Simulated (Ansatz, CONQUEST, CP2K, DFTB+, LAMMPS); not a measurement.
**CP2K runs on amorphous carbon (100 atoms)**

How do the settings of CP2K change the result for amorphous carbon (100 atoms)? A plane-wave run serves as the yardstick.

Method: the method is named at each step, in CP2K 2026.2.

### Step 1. The structure

The cell holds 100 atoms: 100 C. Cell: a = 8.808 Å, b = 8.808 Å, c = 8.808 Å, α = 90.0°, β = 90.0°, γ = 90.0°. 100 atoms (100 C) placed at random at 2.92 g/cm³, melted at 6000 K for 10 ps at fixed volume with the Tersoff potential (Tersoff, Phys. Rev. B 39, 5566 (1989)). Quenched from 6000 K to 300 K at 100 K/ps and fixed volume, held 5 ps, then minimised at fixed cell.

The yardstick, on the same geometry:

```
method                 : Kohn-Sham DFT, PBE, PAW, plane waves (Ansatz 0.2.0); cutoff 420 eV, Γ point, fermi-dirac smearing of 0.05 eV; PAW set soft_2
r.m.s. force component : 1.236 eV/Å
longest force          : 3.782 eV/Å
pressure               : 4.033 GPa
SCF cycles             : 9
time                   : 5.5 s on 4 threads of Intel Xeon Platinum 8559C (Emerald Rapids), shared host
CPU time               : 19 s
```

### Step 2. PBE, DZVP-MOLOPT-SR, 450/50 Ry, diagonalisation

Method: Kohn-Sham DFT, PBE, GTH-PBE pseudopotentials, Gaussian and plane waves, DZVP-MOLOPT-SR-GTH, diagonalisation.

Contents of input.inp:

```
&GLOBAL
  PROJECT cell
  RUN_TYPE ENERGY_FORCE
  PRINT_LEVEL LOW
&END GLOBAL
&FORCE_EVAL
  METHOD QS
  STRESS_TENSOR ANALYTICAL
  &DFT
    BASIS_SET_FILE_NAME BASIS_MOLOPT
    POTENTIAL_FILE_NAME GTH_POTENTIALS
    &MGRID
      CUTOFF 450
      REL_CUTOFF 50
    &END MGRID
    &QS
      EPS_DEFAULT 1.0E-12
    &END QS
    &SCF
      SCF_GUESS ATOMIC
      EPS_SCF 1.0E-06
      MAX_SCF 200
      ADDED_MOS 45
      &DIAGONALIZATION
        ALGORITHM STANDARD
      &END DIAGONALIZATION
      &SMEAR ON
        METHOD FERMI_DIRAC
        ELECTRONIC_TEMPERATURE [K] 580
      &END SMEAR
      &MIXING
        METHOD BROYDEN_MIXING
        ALPHA 0.15
        NBROYDEN 8
      &END MIXING
      &PRINT
        &RESTART OFF
        &END RESTART
      &END PRINT
    &END SCF
    &XC
      &XC_FUNCTIONAL PBE
      &END XC_FUNCTIONAL
    &END XC
    &PRINT
      &MULLIKEN ON
      &END MULLIKEN
      &HIRSHFELD ON
        SHAPE_FUNCTION DENSITY
      &END HIRSHFELD
      &MO ON
        EIGENVALUES T
        OCCUPATION_NUMBERS T
        MO_INDEX_RANGE 189 212
        &EACH
          QS_SCF 0
        &END EACH
        ADD_LAST NUMERIC
      &END MO
    &END PRINT
  &END DFT
  &SUBSYS
    &CELL
      A 8.80770 0.00000 0.00000
      B 0.00000 8.80770 0.00000
      C 0.00000 0.00000 8.80770
    &END CELL
    &COORD
      SCALED
      C 0.66621 0.75259 0.83755
      C 0.86239 0.74927 0.57293
      C 0.08242 0.42560 0.76141
      C 0.87460 0.78303 0.09268
      C 0.03390 0.19775 0.40852
      C 0.48233 0.56666 0.23955
      C 0.05992 0.10607 0.04344
      C 0.59827 0.69401 0.42438
      C 0.42351 0.92528 0.64719
      C 0.85834 0.93951 0.90667
      C 0.46605 0.59830 0.68586
      C 0.44529 0.30332 0.20210
      C 0.17654 0.42632 0.52589
      C 0.86967 0.24331 0.75930
      C 0.45091 0.21669 0.06459
      C 0.85960 0.45606 0.14766
      C 0.50414 0.70160 0.80874
      C 0.58836 0.78520 0.10884
      C 0.76131 0.10963 0.11930
      C 0.76218 0.09137 0.29602
      C 0.67286 0.38153 0.89076
      C 0.88743 0.09730 0.41560
      C 0.25519 0.49093 0.11926
      C 0.11853 0.91759 0.79070
      C 0.61718 0.31311 0.47530
      C 0.57080 0.15471 0.49280
      C 0.73468 0.71585 0.16354
      C 0.77203 0.13442 0.68709
      C 0.74757 0.56092 0.09436
      C 0.19618 0.51589 0.66873
      C 0.23735 0.69233 0.36022
      C 0.30760 0.41736 0.42296
      C 0.29204 0.66418 0.08224
      C 0.58043 0.35786 0.75541
      C 0.83831 0.62010 0.67103
      C 0.58765 0.08840 0.05078
      C 0.88820 0.72443 0.41488
      C 0.22391 0.40137 0.98964
      C 0.83884 0.03509 0.57120
      C 0.09898 0.97681 0.14254
      C 0.51250 0.60298 0.95102
      C 0.19511 0.69320 0.94216
      C 0.57040 0.57410 0.56108
      C 0.06992 0.44302 0.92594
      C 0.29027 0.12776 0.37013
      C 0.70198 0.89897 0.89260
      C 0.26125 0.93558 0.16611
      C 0.55282 0.93820 0.15022
      C 0.61466 0.06102 0.37027
      C 0.39690 0.83907 0.79633
      C 0.37025 0.20064 0.66094
      C 0.33584 0.28116 0.32710
      C 0.55372 0.41812 0.22528
      C 0.32612 0.27049 0.93440
      C 0.98292 0.87608 0.19696
      C 0.91550 0.68670 0.94951
[... 40 atom lines left out ...]
      C 0.93801 0.36266 0.01832
      C 0.58816 0.01724 0.89669
      C 0.82090 0.31014 0.90055
      C 0.31363 0.00484 0.00810
    &END COORD
    &KIND C
      BASIS_SET DZVP-MOLOPT-SR-GTH-q4
      POTENTIAL GTH-PBE-q4
    &END KIND
  &END SUBSYS
  &PRINT
    &FORCES ON
    &END FORCES
    &STRESS_TENSOR ON
    &END STRESS_TENSOR
  &END PRINT
&END FORCE_EVAL
```

Run with:

```bash
> OMP_NUM_THREADS=1 mpirun -np 4 cp2k.psmp -i input.inp > output.txt
```

Numbers of over 12 decimals in the logs are rounded to 6 here.

The log of the run:

```text
CP2K| version string:                                       CP2K version 2026.2
 CP2K| Input file name                                                 input.inp
 GLOBAL| Basis set file name                                        BASIS_MOLOPT
 GLOBAL| Potential file name                                      GTH_POTENTIALS
 GLOBAL| Run type                                                   ENERGY_FORCE
 GLOBAL| Total number of message passing processes                             4
 GLOBAL| Number of threads for this process                                    1
 TOTAL NUMBERS AND MAXIMUM NUMBERS
  Total number of            - Atomic kinds:                                   1
                             - Atoms:                                        100
                             - Shell sets:                                   100
                             - Shells:                                       500
                             - Primitive Cartesian functions:                500
                             - Cartesian basis functions:                   1400
                             - Spherical basis functions:                   1300
  Maximum angular momentum of- Orbital basis functions:                        2
                             - Local part of the GTH pseudopotential:          2
                             - Non-local part of the GTH pseudopotential:      0
 SCF PARAMETERS         Density guess:                                    ATOMIC
                        max_scf:                                             200
                        eps_scf:                                        1.00E-06
                        added MOs                                        45    0
                        Mixing method:                            BROYDEN_MIXING
                                                charge density mixing in g-space
                        Smear method:                                FERMI_DIRAC
                        Electronic temperature [K]:                        580.0
                        Electronic temperature [a.u.]:                  1.84E-03
                        Accuracy threshold:                             1.00E-10
 Extrapolation method: initial_guess
 Number of electrons:                                                        400
 Number of occupied orbitals:                                                200
 Number of molecular orbitals:                                               245
 Number of orbital functions:                                               1300
 Number of independent orbital functions:                                   1300
 SCF WAVEFUNCTION OPTIMIZATION
  Step     Update method      Time    Convergence         Total energy    Change
     1 NoMix/Diag. 0.15E+00    3.5     0.92939386      -567.4875703500 -5.67E+02
     2 Broy./Diag. 0.15E+00    6.8     0.13848300      -548.3560722940  1.91E+01
     3 Broy./Diag. 0.15E+00    7.0     0.10955209      -555.5136589912 -7.16E+00
     4 Broy./Diag. 0.15E+00    7.1     0.07779831      -562.9239276044 -7.41E+00
[...]
18 Broy./Diag. 0.15E+00    6.6     0.00000223      -565.7576780594  1.16E-05
    19 Broy./Diag. 0.15E+00    6.3     0.00000084      -565.7576684540  9.61E-06
  *** SCF run converged in    19 steps ***
  Electronic density on regular grids:       -399.9999999999        0.0000000001
  Core density on regular grids:              399.9999999997       -0.0000000003
  Total charge density on r-space grids:       -0.0000000002
  Total charge density g-space grids:          -0.0000000002
  Overlap energy of the core charge distribution:               7.27574e-06
  Self energy of the core charge distribution:              -1333.500793
  Core Hamiltonian energy:                                    416.273274
  Hartree energy:                                             526.112154
  Exchange-correlation energy:                               -174.633243
  Electronic entropic energy:                                  -0.00906821
  Fermi energy:                                                 0.334014
  Total energy:                                              -565.757668
  Total energy (extrapolated to T->0):                       -565.753134
 MO| EIGENVALUES AND OCCUPATION NUMBERS
 MO|
 MO|  Index      Eigenvalue [a.u.]        Eigenvalue [eV]             Occupation
 MO|    189               0.293916               7.997874               2.000000
 MO|    190               0.299934               8.161607               2.000000
 MO|    191               0.305308               8.307841               2.000000
[...]
MO|    211               0.371195              10.100719               0.000000
 MO|    212               0.374866              10.200609               0.000000
 MO| Sum:                                                             400.000000
 MO| E(Fermi):            0.334014 a.u.          9.088992 eV
 !-----------------------------------------------------------------------------!
                     Mulliken Population Analysis
 #  Atom  Element  Kind  Atomic population                           Net charge
       1     C        1          3.919720                              0.080280
       2     C        1          3.932923                              0.067077
       3     C        1          3.920401                              0.079599
[...]
99     C        1          3.987476                              0.012524
     100     C        1          3.955453                              0.044547
 # Total charge                            400.000000                  0.000000
 !-----------------------------------------------------------------------------!
 !-----------------------------------------------------------------------------!
                           Hirshfeld Charges
  #Atom  Element  Kind  Ref Charge     Population                    Net charge
      1       C      1       4.000          3.976                         0.024
      2       C      1       4.000          4.005                        -0.005
      3       C      1       4.000          4.004                        -0.004
[...]
99       C      1       4.000          4.007                        -0.007
    100       C      1       4.000          3.979                         0.021
  Total Charge                                                           -0.000
 !-----------------------------------------------------------------------------!
 ENERGY| Total FORCE_EVAL ( QS ) energy [hartree]           -565.757681
 FORCES| Atomic forces [hartree/bohr]
 FORCES|   Atom     x               y               z               |f|
 FORCES|      1  4.60765043E-03  4.81292810E-02 -1.18606820E-02   4.97828676E-02
 FORCES|      2  1.95355134E-02 -2.05925539E-02  6.51793748E-02   7.10917749E-02
 FORCES|      3 -2.93848240E-02 -1.69401600E-02 -2.35292367E-02   4.12802844E-02
[...]
FORCES|     99 -2.20128286E-02  2.11576783E-02  1.10114052E-02   3.24570951E-02
 FORCES|    100  2.84692708E-02  1.57523561E-02  1.39815762E-02   3.54135649E-02
 FORCES| Sum    -1.40259059E-04  1.48355521E-04  2.42397149E-04
 FORCES| Total atomic force                                       3.16920088E-04
 STRESS| Analytical stress tensor [bar]
 STRESS|                        x                   y                   z
 STRESS|      x        7.14195099662E+04  -6.20695184561E+04   2.72579289435E+04
 STRESS|      y       -6.20695184561E+04   5.37973117631E+04   1.21182843384E+05
 STRESS|      z        2.72579289435E+04   1.21182843384E+05   2.33436910715E+04
 STRESS| 1/3 Trace                                             4.95201709336E+04
```

Elapsed: 2.4 min, on 4 MPI ranks of Intel Xeon Platinum 8559C (Emerald Rapids), shared host; peak memory 2.3 GiB.

Banners, paths, timers and routine set-up lines are dropped from the logs unmarked, and long logs keep their key lines alone; longer cuts are marked.

Against the reference:

| Quantity | Value |
| --- | --- |
| r.m.s. force component | 1.252 eV/Å |
| r.m.s. difference of force components | 27.06 meV/Å |
| longest difference of force vectors | 91.68 meV/Å |
| force difference over r.m.s. force | 2.189 % |
| slope of forces against the reference's | 1.013 |
| correlation of force components | 0.9998 |
| pressure | 4.952 GPa |
| pressure difference | 0.9188 GPa |

Local excerpt of 11 atoms (numbers count through the whole input) about C25, which bears the longest force; x, y, z are measured from there.

| atom | x | y | z | distance (Å) | bonds | Hirshfeld charge (e) | Fx | Fy | Fz (eV/Å) |
| --- | --- | --- | --- | --- | --- | --- | --- | --- | --- |
| C25 | 0.00 | 0.00 | 0.00 | 0.00 | 3 | -0.01 | -0.48 | -3.67 | 0.88 |
| C80 | 0.43 | 0.47 | -1.27 | 1.42 | 3 | -0.01 | 2.72 | 0.89 | -1.16 |
| C90 | 0.23 | 0.91 | 1.10 | 1.45 | 4 | 0.01 | -0.51 | 0.32 | -0.06 |
| C26 | -0.41 | -1.40 | 0.15 | 1.46 | 3 | 0.01 | 1.13 | 0.92 | -1.27 |
| C49 | -0.02 | -2.22 | -0.93 | 2.41 | 3 | -0.04 | 1.94 | 1.86 | -0.06 |
| C57 | 1.65 | 1.43 | 1.05 | 2.42 | 3 | 0.02 | -0.40 | 0.94 | -0.25 |
| C53 | -0.56 | 0.92 | -2.20 | 2.45 | 3 | -0.03 | 1.21 | 1.19 | 0.85 |
| C67 | 1.81 | 0.71 | -1.49 | 2.45 | 3 | 0.00 | -0.85 | 1.93 | -1.25 |
| C43 | -0.41 | 2.30 | 0.76 | 2.45 | 3 | 0.03 | -0.91 | 1.48 | -0.52 |
| C34 | -0.32 | 0.39 | 2.47 | 2.52 | 3 | 0.02 | -0.78 | -3.14 | 1.11 |
| C76 | -1.09 | -1.94 | 1.41 | 2.63 | 4 | -0.01 | 0.93 | -1.70 | -0.82 |

Forces lie 2.2 % from the reference's, at 31 times its CPU time.

### Step 3. PBE, DZVP-MOLOPT-SR, 450/70 Ry, diagonalisation

Method: Kohn-Sham DFT, PBE, GTH-PBE pseudopotentials, Gaussian and plane waves, DZVP-MOLOPT-SR-GTH, diagonalisation.

input.inp: that of step 2 with these lines changed.

```diff
@@ -13,3 +13,3 @@
       CUTOFF 450
-      REL_CUTOFF 50
+      REL_CUTOFF 70
     &END MGRID
@@ -67,6 +67,6 @@
     &END CELL
-    &COORD
-      SCALED
-[... 100 atom lines left out: the same atoms as in the first run ...]
-    &END COORD
+    &TOPOLOGY
+      COORD_FILE_NAME structure.xyz
+      COORD_FILE_FORMAT XYZ
+    &END TOPOLOGY
     &KIND C
```

Contents of structure.xyz:

```xyz
100

C 5.86778 6.62859 7.37689
C 7.59567 6.59935 5.04620
C 0.72593 3.74856 6.70627
C 7.70321 6.89669 0.81630
C 0.29858 1.74172 3.59812
C 4.24822 4.99097 2.10988
C 0.52776 0.93423 0.38261
C 5.26938 6.11263 3.73781
C 3.73015 8.14959 5.70026
C 7.56000 8.27492 7.98568
C 4.10483 5.26965 6.04085
C 3.92198 2.67155 1.78004
C 1.55491 3.75490 4.63188
C 7.65979 2.14300 6.68769
C 3.97148 1.90854 0.56889
C 7.57110 4.01684 1.30054
C 4.44031 6.17948 7.12314
C 5.18210 6.91581 0.95863
C 6.70539 0.96559 1.05076
C 6.71305 0.80476 2.60726
[... 76 atom lines left out ...]
C 8.26171 3.19420 0.16136
C 5.18034 0.15184 7.89778
C 7.23024 2.73162 7.93177
C 2.76236 0.04263 0.07134
```

The log of the run:

```text
CP2K| version string:                                       CP2K version 2026.2
 CP2K| Input file name                                                 input.inp
 GLOBAL| Basis set file name                                        BASIS_MOLOPT
 GLOBAL| Potential file name                                      GTH_POTENTIALS
[... lines left out ...]
 Number of electrons:                                                        400
[... lines left out ...]
  Step     Update method      Time    Convergence         Total energy    Change
[... lines left out ...]
  *** SCF run converged in    19 steps ***
[... lines left out ...]
  Fermi energy:                                                 0.334014
  Total energy:                                              -565.757669
  Total energy (extrapolated to T->0):                       -565.753135
[... lines left out ...]
 MO| E(Fermi):            0.334014 a.u.          9.088991 eV
[... lines left out ...]
 ENERGY| Total FORCE_EVAL ( QS ) energy [hartree]           -565.757681
[... lines left out ...]
 FORCES|      1  4.60465436E-03  4.81269675E-02 -1.18626874E-02   4.97808316E-02
 FORCES|      2  1.95354400E-02 -2.05982097E-02  6.51752030E-02   7.10895685E-02
 FORCES|      3 -2.93861694E-02 -1.69413933E-02 -2.35285433E-02   4.12813530E-02
[...]
FORCES|     99 -2.20136063E-02  2.11590671E-02  1.10167338E-02   3.24603359E-02
 FORCES|    100  2.84681273E-02  1.57510078E-02  1.39843829E-02   3.54131541E-02
 FORCES| Sum    -1.40298508E-04  1.48368469E-04  2.42378230E-04
 FORCES| Total atomic force                                       3.16929141E-04
 STRESS| Analytical stress tensor [bar]
 STRESS|                        x                   y                   z
 STRESS|      x        7.14183182954E+04  -6.20709951589E+04   2.72581928048E+04
 STRESS|      y       -6.20709951589E+04   5.37995305045E+04   1.21183449861E+05
 STRESS|      z        2.72581928048E+04   1.21183449861E+05   2.33426791743E+04
 STRESS| 1/3 Trace                                             4.95201759914E+04
```

Run time: 4 min. Hardware: 4 MPI ranks; peak memory 2.4 GiB; 16 min of CPU time.

Against the reference:

| Quantity | Value |
| --- | --- |
| r.m.s. force component | 1.252 eV/Å |
| r.m.s. difference of force components | 27.05 meV/Å |
| longest difference of force vectors | 91.58 meV/Å |
| force difference over r.m.s. force | 2.188 % |
| slope of forces against the reference's | 1.013 |
| correlation of force components | 0.9998 |
| pressure | 4.952 GPa |
| pressure difference | 0.9188 GPa |
| energy less the same-level run's | 0 meV/atom |
| r.m.s. force difference from the same-level run | 0.123 meV/Å |

Against the first run (2.2 %), the force difference from the reference is 2.2 %, at 1.7 times the CPU time: the change moves forces by 0.12 meV/Å r.m.s., so most of the difference comes from elsewhere.

### Step 4. Side by side

Differences are against the plane-wave reference, forces as r.m.s. over components; share is that over the reference's r.m.s. force, slope the least-squares factor from reference forces to these. Total energies of different programs have different zeros and aren't compared.

| run | Δ force, r.m.s. (meV/Å) | share (%) | slope | Δ pressure (GPa) | cores | CPU time | memory (GiB) |
| --- | --- | --- | --- | --- | --- | --- | --- |
| reference | - | - | - | - | 4 | 19 s | 0.97 |
| CP2K PBE, DZVP-MOLOPT-SR, 450/50 Ry, diagonalisation | 27.1 | 2.19 | 1.013 | 0.919 | 4 | 9.7 min | 2.3 |
| CP2K PBE, DZVP-MOLOPT-SR, 450/70 Ry, diagonalisation | 27.1 | 2.19 | 1.013 | 0.919 | 4 | 16 min | 2.4 |

CPU time is summed over cores on a shared host, where runs went side by side, so it is rough. Symmetry, cutoffs, thresholds, outputs and thread counts weren't matched or tuned between programs; memory under MPI is the largest rank's times the ranks.

Within one program, basis, potentials and functional, energies share a zero. Each run against its twin at the usual cutoff or grid and solver:

| run | twin | Δ energy (meV/atom) | Δ force, r.m.s. (meV/Å) | CPU time over the twin's |
| --- | --- | --- | --- | --- |
| CP2K PBE, DZVP-MOLOPT-SR, 450/70 Ry, diagonalisation | DZVP-MOLOPT-SR, 450/50 Ry, diagonalisation | 0 | 0.123 | 1.7 |

### Step 5. Summary of results

| Property | Result |
| --- | --- |
| nearest in forces | a tie at 2.2 % of 2 runs: CP2K PBE, DZVP-MOLOPT-SR, 450/50 Ry, diagonalisation; CP2K PBE, DZVP-MOLOPT-SR, 450/70 Ry, diagonalisation |

The PBE runs in local orbitals differ by 2.2 % in each run; basis, grid and potentials can all enter. None of the electronic-structure runs in the table takes under half the reference's CPU time of 19 s; they take 31 to 52 times as much. The quench rate of 100 K/ps is many orders above laboratory rates, so the cell is likely richer in defects and strain than a real sample. The network of bonds at the start is that of the classical potential that made the cell, and needn't be the one that DFT or experiment would give. The reference's stress is far from hydrostatic: its diagonal is 6.2, 4.6, 1.4 GPa, compression counted positive. The reference's pressure of 4.0 GPa belongs to a cell and atoms that aren't relaxed at this level. The electronic-structure runs sample only Γ, in a cell whose shortest periodic width is 9 Å, which is coarse for a cell with partly filled levels.

[Also dropped from logs without a mark: logging warnings of Python, and SIESTA's first energy breakdown and zero terms.]

[Logs are printed without paths, hosts, clocks, repeated set-up lines and the standing remarks that a program may print on its own settings, such as how far it seeks lower states.]

[Hosts, paths, dates, database ids (printed as entryN), source tags and the programs' standing remarks are cut or masked in the printed files.]
